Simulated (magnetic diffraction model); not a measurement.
## Which magnetic order? NaPrHf2S6

Space group Fm-3m (no. 225), a = 9.8520 Å.

| site | atom | x | y | z |
| --- | --- | --- | --- | --- |
| 8c | Hf | 1/4 | 1/4 | 3/4 |
| 4a | Pr | 0 | 0 | 0 |
| 24d | S | 3/4 | 0 | 3/4 |
| 4b | Na | 1/2 | 0 | 0 |

This is a made-up structure (elements placed in a structure type, unrelaxed), so the numbers test the method and describe no known phase.

Only Pr is taken to order (form factors of Pr3+); orders and moment sizes are assumed, and not adapted to the symmetry. Radiation: neutrons of λ = 2.36 Å, 8° to 100°; isotropic B of 0.3 Å² (Hf), 0.41 Å² (Pr), 0.62 Å² (S) and 0.53 Å² (Na). Simulated constant-wavelength pattern: nuclear and magnetic terms add, the magnetic one as |2.695 fm × Σ f S⊥ exp(2πi Q·r) exp(−B s²)|², summed over all Q at one angle with the factor 1/(sin²θ cos θ). For collinear order S is the moment m, which repeats by lattice and centring translations R with the sign exp(−2πi k·R). Free-ion form factors, Sears's scattering lengths of 1992, no absorption; a label names one of the reflections at its angle. The strongest nuclear line in the range is 100, and lines under 0.2 are left out.

Above the ordering temperature:

```csv
2θ (°),index,I
23.95,(1 1 1),0.3
27.72,(2 0 0),32.6
39.60,(2 2 0),64.7
46.81,(3 1 1),0.3
49.03,(2 2 2),8.6
57.25,(4 0 0),87.1
64.78,(4 2 0),29.1
71.86,(4 2 2),49.0
85.30,(4 4 0),100.0
90.24,(5 3 1),0.2
91.88,(6 0 0),23.9
98.49,(6 2 0),35.7
```

Below it (cell unchanged):

```
2θ (°)      I
 11.91    6.9
 22.91   13.5
 23.95    0.3
 27.72   32.6
 30.26    5.8
 36.26    4.1
 39.60   64.7
 41.50    7.7
 46.24    3.2
 46.81    0.3
 49.03    8.6
 50.64    3.8
 54.77    5.2
 57.25   87.1
 58.71    1.0
 62.48    3.7
 64.78   29.1
 66.13    4.0
 69.68    2.5
 71.86   49.0
 73.15    3.3
 76.56    1.9
 79.91    1.7
 83.24    1.7
 85.30  100.0
 86.54    3.6
 89.83    2.2
 90.24    0.2
 91.88   23.9
 93.12    1.7
 96.42    2.8
 98.49   35.7
 99.74    0.4
```

**Question.** Check that the new lines index with k = (1/2 1/2 1/2), then choose among these models:
A. collinear moments along [001], 2.9 μB on Pr
B. collinear moments along [010], 2.9 μB on Pr
C. collinear moments along [101], 2.9 μB on Pr

The new lines index as (1/2 1/2 1/2) at 11.91°, (1/2 1/2 -3/2) at 22.91°, (3/2 3/2 -1/2) at 30.26° and (5/2 1/2 1/2) at 36.26°, that is as H ± k with k = (1/2 1/2 1/2), one of 4 inequivalent arms of its star (k and −k counted as one), which a powder can't tell apart. Half indices mean that the moments reverse under translations with k·R a half-integer, and the magnetic cell has twice the primitive volume.

Magnetic intensity, observed (below minus above) and for each model:

| 2θ (°) | index | observed | A | B | C |
| --- | --- | --- | --- | --- | --- |
| 11.91 | (1/2 1/2 1/2) | 6.9 | 13.8 | 13.8 | 6.9 |
| 22.91 | (1/2 1/2 -3/2) | 13.5 | 11.0 | 11.0 | 13.5 |
| 30.26 | (3/2 3/2 -1/2) | 5.8 | 6.2 | 6.2 | 5.8 |
| 36.26 | (5/2 1/2 1/2) | 4.1 | 5.7 | 5.7 | 4.1 |
| 41.50 | (5/2 1/2 -3/2) | 7.7 | 6.5 | 6.5 | 7.7 |
| 46.24 | (3/2 3/2 -5/2) | 3.2 | 2.6 | 2.6 | 3.2 |
| 58.71 | (7/2 3/2 3/2) | 1.0 | 1.6 | 1.6 | 1.0 |
| 76.56 | (9/2 5/2 1/2) | 1.9 | 2.8 | 2.8 | 1.9 |

Model C matches.

The structure used: k = (1/2 1/2 1/2), collinear moments along [101], 2.9 μB on Pr.

[Logs are printed without paths, hosts, clocks, repeated set-up lines and the standing remarks that a program may print on its own settings, such as how far it seeks lower states.]
